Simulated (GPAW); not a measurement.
Consider zinc-blende (ZnS)1-x(ZnSe)x, x = 0.25.

```xyz
16
Lattice="0.0000 5.4745 5.4745 5.4745 0.0000 5.4745 5.4745 5.4745 0.0000" Properties=species:S:1:pos:R:3 pbc="T T T"
Zn    5.5056    5.5054   10.9115
S     1.3570    1.3703    1.3669
Zn    8.1687    8.1736   10.9101
Se    4.0941    4.1069    1.3652
Zn    8.1603    5.5080    2.7725
S     4.0983    1.3618    4.1046
Zn    5.4924    8.1683    8.2359
S     6.8308    4.0965    4.0982
Zn    5.5000    8.1843    2.7692
S     1.3657    4.0988    4.1111
Zn    8.1677    5.5051    8.2542
S     4.1019    6.8442    4.1038
Zn    8.1788    8.1698    5.4463
Se    4.0991    4.1135    6.8411
Zn    5.5091    5.5089    5.4324
S     6.8387    6.8373    6.8435
```

Absorber: atom 1, with 3 S at 2.35 Å and 1 Se at 2.43 Å (distorted tetrahedral). Method: GPAW, LDA, excited-electron core hole (neutral cell), 16-atom cell with 7.7 Å between holes, 4×4×4 k points, dipole transitions, Gaussian full width 1.67 eV up to 4 eV, rising linearly to 3.5 eV at 25 eV.

**Question.** Predict the near-edge structure at the Zn K edge.

Main maxima up to 27 eV above the zero (height): 5.0 eV (2.02), 8.8 eV (1.02) and 12.6 eV (1.07). A K edge sees empty p states on the absorber. The total-energy difference is 9673.29 eV. One term is added: -30.82 eV, since the hole is spin-paired here and a spin-polarised one costs that much less in the free atom (computed apart). The photon energy is then 9642.47 eV. The tabulated edge of the element is 9659 eV. The functional leaves an error in such absolute values: in the free atom LDA prices this hole 19.1 eV below PBE (computed apart), and PBE is itself good to a few eV.

The Zn K spectrum (energy from the bottom of the conduction band, which holds the excited electron; intensity scaled to a mean of 1 over the first 20 eV):

```tsv
E (eV)	intensity
-2.0	0.00
-1.0	0.00
0.0	0.02
1.0	0.20
2.0	0.66
3.0	1.09
4.0	1.57
5.0	2.02
6.0	1.43
7.0	0.87
8.0	0.92
9.0	1.02
10.0	0.90
11.0	0.94
12.0	1.06
13.0	1.06
14.0	1.02
15.0	1.00
16.0	0.97
17.0	0.94
18.0	0.92
19.0	0.87
20.0	0.80
21.0	0.76
22.0	0.79
23.0	0.84
24.0	0.84
25.0	0.84
26.0	0.89
27.0	0.96
```

The script folds with a Gaussian, whereas the core hole's own line is a Lorentzian, so the onset is too steep and the first peak too high.

[Banner, clock and machine lines of the logs are left out without a mark of their own.]

[Logs are printed without paths, hosts, clocks, repeated set-up lines and the standing remarks that a program may print on its own settings, such as how far it seeks lower states.]

[Hosts, paths, dates, database ids (printed as entryN), source tags and the programs' standing remarks are cut or masked in the printed files.]

[Lists of maxima count a maximum above −3 eV only where it reaches 4 % of the highest in the window and stands out from its surroundings by 2 % of it (1.5 % where it reaches 55 %); shoulders and weaker maxima are passed over, and of the rest the first, up to two pre-edge ones and the few strongest are named.]
